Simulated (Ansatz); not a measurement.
# SiC (P6_3mc): phonons and vibrational spectra, part 2 of 2

Task: relax SiC (P6_3mc), then find its harmonic phonons.

Ansatz 0.2.0; DFT PBE+D3(BJ), scalar-relativistic, plane waves, PAW.

So far. Step 3 (Tight relaxation): The largest force component left is 0.54 meV/Å and the pressure is 0.000 GPa, within the tolerances set. The cell now holds 10.28 Å³/atom. The relaxed cell has a = 3.072, c = 10.057 Å (conventional setting).

### Step 4. Modes at Γ

The zone centre is the only wavevector solved here; it holds the modes that light can see, as far as symmetry allows. The response to a homogeneous field gives the Born charges and the dielectric tensor, and its change with displacement the Raman tensors.

input.yaml

```yaml
crystal:
  lattice:
    - [3.0723019921, 0.0, 0.0]
    - [-1.5361509961, 2.6606915733, 0.0]
    - [0.0, 0.0, 10.0570049348]
  atoms:
    - { symbol: Si, position: [0.6666666667, 0.3333333333, 0.9378311392] }
    - { symbol: Si, position: [0.3333333333, 0.6666666667, 0.4378311392] }
    - { symbol: Si, position: [0.0, 0.0, 0.6879106309] }
    - { symbol: Si, position: [0.0, 0.0, 0.1879106309] }
    - { symbol: C, position: [0.6666666667, 0.3333333333, 0.7498127515] }
    - { symbol: C, position: [0.3333333333, 0.6666666667, 0.2498127515] }
    - { symbol: C, position: [0.0, 0.0, 0.5004444784] }
    - { symbol: C, position: [0.0, 0.0, 0.0004444784] }
kpoints:
  mp_grid: { grid: [9, 9, 4] }
hamiltonian:
  xc: pbe
  dispersion: d3bj
scf:
  occupations: { method: fixed }
output:
  eigenvalues: true
phonons:
  method: dfpt
  dielectric: true
  rigid_motions: translations
  raman: true
```

Command:

```bash
ansatz run input.yaml --threads 4 --pin off --max-ram 7168MiB --backend cpu --events-out ev --progress --plain --runs-dir out
```

It took 38 min on 4 threads of Arm Neoverse N1, shared host; peak memory 4.1 GiB; 1.7 h of CPU time.

Numbers from this step:

| Quantity | Value |
| --- | --- |
| sum-rule residual before enforcement | 9.26e-5 eV/Å² |
| miss of the charge sum rule | 0.003599 e |
| estimated error of the dielectric tensor | 0.02661 |
| estimated error of the Born charges | 0.01188 e |
| point group | 6mm |
| highest optical mode at the zone centre (no LO-TO term) | 916.3 cm⁻¹ |
| lowest optical zone-centre mode | 190.4 cm⁻¹ |
| mean high-frequency dielectric constant | 7.069 |
| largest Born charge (third of the trace) | 2.780 e |
| mean static dielectric constant | 10.47 |
| top of the zone-centre spectrum with the field | 964.6 cm⁻¹ |

Without the LO-TO term. Patterns of degenerate modes are one choice out of their space. Modes at Γ, with each element's share of the kinetic energy:

```csv
mode,frequency (cm⁻¹),symmetry,Si %,C %
1,0.0,acoustic,70,30
2,0.0,acoustic,70,30
3,0.0,acoustic,70,30
4,190.4,E2,72,28
5,190.4,E2,72,28
6,198.4,E2,73,27
7,198.4,E2,73,27
8,256.9,E1,74,26
9,256.9,E1,74,26
10,397.9,B1,76,24
11,405.9,B1,76,24
12,604.9,A1,100,0
13,768.8,E1,26,74
14,768.8,E1,26,74
15,776.6,E2,28,72
16,776.6,E2,28,72
17,780.7,A1,30,70
18,784.8,E2,27,73
19,784.8,E2,27,73
20,795.8,E1,30,70
21,795.8,E1,30,70
22,834.4,A1,0,100
23,907.8,B1,24,76
24,916.3,B1,24,76
```

Displacements in mode 4 (190.4 cm⁻¹), the largest set to 1:
```
Si1  0.63  1.00  0.00
Si2 -0.63 -1.00  0.00
Si3 -0.28 -0.45  0.00
Si4  0.28  0.45  0.00
C5  -0.20 -0.31  0.00
C6   0.20  0.31  0.00
C7  -0.63 -0.99  0.00
C8   0.63  0.99  0.00
```

Displacements in mode 14 (768.8 cm⁻¹), the largest set to 1:
```
Si1  0.38  0.00  0.00
Si2  0.38  0.00  0.00
Si3 -0.39  0.00  0.00
Si4 -0.39  0.00  0.00
C5   1.00  0.01  0.00
C6   1.00  0.01  0.00
C7  -0.97 -0.01  0.00
C8  -0.97 -0.01  0.00
```

Optical modes at the zone centre, without and with the macroscopic field of the longitudinal modes; each column is sorted by frequency, so a row need not hold one and the same mode. Modes with and without the field, by row:

```
rank among optical modes  no field (cm⁻¹)  q along (1, 0, 0) (cm⁻¹)  q along (0, 0, 1) (cm⁻¹)
                       1            190.4                     190.4                     190.4
                       2            190.4                     190.4                     190.4
                       3            198.4                     198.4                     198.4
                       4            198.4                     198.4                     198.4
                       5            256.9                     256.9                     256.9
                       6            256.9                     256.9                     256.9
                       7            397.9                     397.9                     397.9
                       8            405.9                     405.9                     405.9
                       9            604.9                     604.9                     605.1
                      10            768.8                     768.8                     768.8
                      11            768.8                     768.8                     768.8
                      12            776.6                     776.6                     776.6
                      13            776.6                     776.6                     776.6
                      14            780.7                     780.7                     784.8
                      15            784.8                     784.8                     784.8
                      16            784.8                     784.8                     795.8
                      17            795.8                     795.8                     795.8
                      18            795.8                     834.4                     834.1
                      19            834.4                     907.8                     907.8
                      20            907.8                     916.3                     916.3
                      21            916.3                     964.6                     956.8
```

Born charge (rows field, columns displacement) (e), principal values of the symmetric part by kind of site:

| atom | atoms with these values | low | middle | high | mean |
| --- | --- | --- | --- | --- | --- |
| Si1 | 2 | 2.65 | 2.69 | 2.69 | 2.68 |
| Si3 | 2 | 2.70 | 2.70 | 2.94 | 2.78 |
| C5 | 2 | -2.76 | -2.72 | -2.72 | -2.73 |
| C7 | 2 | -2.83 | -2.68 | -2.68 | -2.73 |

In full for C5:

```
-2.72  0.00  0.00
 0.00 -2.72  0.00
 0.00  0.00 -2.76
```

High-frequency dielectric tensor:

```
6.97 0.00 0.00
0.00 6.97 0.00
0.00 0.00 7.27
```

Static dielectric tensor (ions relaxed, fixed cell):

```
10.24  0.00  0.00
 0.00 10.24  0.00
 0.00  0.00 10.92
```

Transverse modes. Infrared lines, with heights relative to the strongest:

| position (cm⁻¹) | label | relative intensity |
| --- | --- | --- |
| 190 | E2 | 0.0 |
| 198 | E2 | 0.0 |
| 257 | E1 | 0.0 |
| 398 | B1 | 0.0 |
| 406 | B1 | 0.0 |
| 605 | A1 | 0.1 |
| 769 | E1 | 0.0 |
| 777 | E2 | 0.0 |
| 781 | A1 | 53 |
| 785 | E2 | 0.0 |
| 796 | E1 | 100 |
| 834 | A1 | 0.2 |
| 908 | B1 | 0.0 |
| 916 | B1 | 0.0 |

Activity x (w_L - w)^4 (n + 1)/w, 532 nm, 300 K; modes without the macroscopic field alone. Raman lines, with heights relative to the strongest:

```csv
position (cm⁻¹),label,relative intensity
190,E2,0.7
198,E2,4.9
257,E1,8.4
398,B1,0.0
406,B1,0.0
605,A1,2.6
769,E1,0.0
777,E2,60
781,A1,100
785,E2,0.6
796,E1,37
834,A1,2.1
908,B1,0.0
916,B1,0.0
```

Static second-order susceptibility (pm/V), twice the coefficient d of second-harmonic generation. Second order susceptibility, by row:

```
field along     xx     yy      zz     yz     xz  xy
          x      0      0       0      0  14.09   0
          y      0      0       0  14.09      0   0
          z  14.09  14.09  -21.53      0      0   0
```

Before it was imposed, the acoustic sum rule was missed by 9.3e-5 eV/Å² and the charge sum rule by 0.0036 e. Small misses are needed for a sound result but don't prove that mesh and cutoff are converged. The lowest optical mode is real, 190 cm⁻¹.

### Step 5. Isotope substitution, element C, natural mass 12.011 amu

An isotope changes the mass and not the force constants, so no new electronic calculation is needed; the shifts show which modes move this element.

The same force constants with the mass of C changed from 12.011 to 13.003 u (phonopy, no LO-TO term). Both lists are sorted by frequency; levels can cross, so a row need not hold one and the same mode. Modes under 3 cm⁻¹ are left out. Isotope shifts, by row:

| q | rank | natural mass (cm⁻¹) | changed mass (cm⁻¹) |
| --- | --- | --- | --- |
| 0 0 0 | 4 | 190.4 | 188.3 |
| 0 0 0 | 5 | 190.4 | 188.3 |
| 0 0 0 | 6 | 198.4 | 196.2 |
| 0 0 0 | 7 | 198.4 | 196.2 |
| 0 0 0 | 8 | 256.9 | 254.2 |
| 0 0 0 | 9 | 256.9 | 254.2 |
| 0 0 0 | 10 | 397.9 | 394 |
| 0 0 0 | 11 | 405.9 | 401.8 |
| 0 0 0 | 12 | 604.9 | 604.9 |
| 0 0 0 | 13 | 768.8 | 746.8 |
| 0 0 0 | 14 | 768.8 | 746.8 |
| 0 0 0 | 15 | 776.6 | 755.1 |
| 0 0 0 | 16 | 776.6 | 755.1 |
| 0 0 0 | 17 | 780.7 | 759.5 |
| 0 0 0 | 18 | 784.8 | 762.7 |
| 0 0 0 | 19 | 784.8 | 762.7 |
| 0 0 0 | 20 | 795.8 | 774.2 |
| 0 0 0 | 21 | 795.8 | 774.2 |
| 0 0 0 | 22 | 834.4 | 802 |
| 0 0 0 | 23 | 907.8 | 881.3 |
| 0 0 0 | 24 | 916.3 | 889.4 |

A mode of this element alone would shift by -3.89 %. The highest zone-centre frequency without the field goes from 916.3 to 889.4 cm⁻¹ (-2.9 %). The product of the frequency ratios over all optical modes at Γ is 0.644; the product rule, (m/m′)^(3k/2) (M′/M)^(3/2) with k = 4 such atoms and M the mass of the cell, gives 0.644.

### Step 6. Isotope substitution, element Si, natural mass 28.085 amu

The same for Si, from 28.09 to 29.97 u.

A mode of this element alone would shift by -3.20 %. The highest zone-centre frequency without the field goes from 916.3 to 909.4 cm⁻¹ (-0.7 %). The product of the frequency ratios over all optical modes at Γ is 0.725; the product rule, (m/m′)^(3k/2) (M′/M)^(3/2) with k = 4 such atoms and M the mass of the cell, gives 0.725.

### Step 7. Summary of results

| Item | Value |
| --- | --- |
| space group after relaxation (within 0.01 Å) | P6_3mc |
| volume per atom | 10.3 Å³ |
| gap on the k-mesh | 2.34 eV |
| highest optical mode at the zone centre (no LO-TO term) | 916 cm⁻¹ |
| top of the zone-centre spectrum with the field | 965 cm⁻¹ |
| lowest optical zone-centre mode | 190 cm⁻¹ |
| mean high-frequency dielectric constant | 7.07 |
| mean static dielectric constant | 10.5 |
| largest Born charge (third of the trace) | 2.78 e |
| imaginary modes at Γ (the only wavevector solved) | none |

The structure is stable against zone-centre distortions, since no mode there is imaginary; runs at other wavevectors are not part of this account. Without the field, the optical modes at Γ span 190 to 916 cm⁻¹. The dispersion is not part of this account. The highest mode in this list at Γ, 916.3 cm⁻¹, is mostly motion of C (76 % of the kinetic energy). With the macroscopic field of the longitudinal modes the top of the zone-centre spectrum lies at 965 cm⁻¹, against 916 cm⁻¹ without it. Lattice motion raises the mean dielectric constant from 7.069 to 10.47. The strongest infrared line is at 796 cm⁻¹. Averaged over orientations, the strongest Raman line at 532 nm and 300 K is at 781 cm⁻¹, among the modes without the field; their longitudinal partners can be Raman active too. In the phonons the program treats the change of the C6 weights of the dispersion term with coordination only in part. These are harmonic frequencies at zero temperature: anharmonic shifts, linewidths and thermal expansion are left out.

Calculation against experiment:

| quantity | measured | PBE+D3(BJ), PAW |
| --- | --- | --- |
| Raman mode, E2 TO (x=1/2), unstressed (cm⁻¹) | 775.86 | 777 (+0.1 %) |
| Raman mode, A1 TO (x=1) as labelled in … (cm⁻¹) | 781.83 | 781 (-0.1 %) |
| Raman mode, E1 TO (x=0), unstressed (cm⁻¹) | 796.78 | 796 (-0.1 %) |

Measured values from arxiv:2011.13693 (2020).

Verdict: Measured modes were matched to the nearest mode of that symmetry; at PBE+D3(BJ), PAW, 3 of them have a partner, and the computed frequencies miss them by 0.1 % on average (mean signed -0.1 %), which is good agreement. The grades are ours: good and fair within 3 and 7 % for the Raman mode. Zero-point motion and thermal expansion are not in the computed Raman mode.

[Logs are printed without paths, hosts, clocks, repeated set-up lines and the standing remarks that a program may print on its own settings, such as how far it seeks lower states.]

[Hosts, paths, dates, database ids (printed as entryN), source tags and the programs' standing remarks are cut or masked in the printed files.]
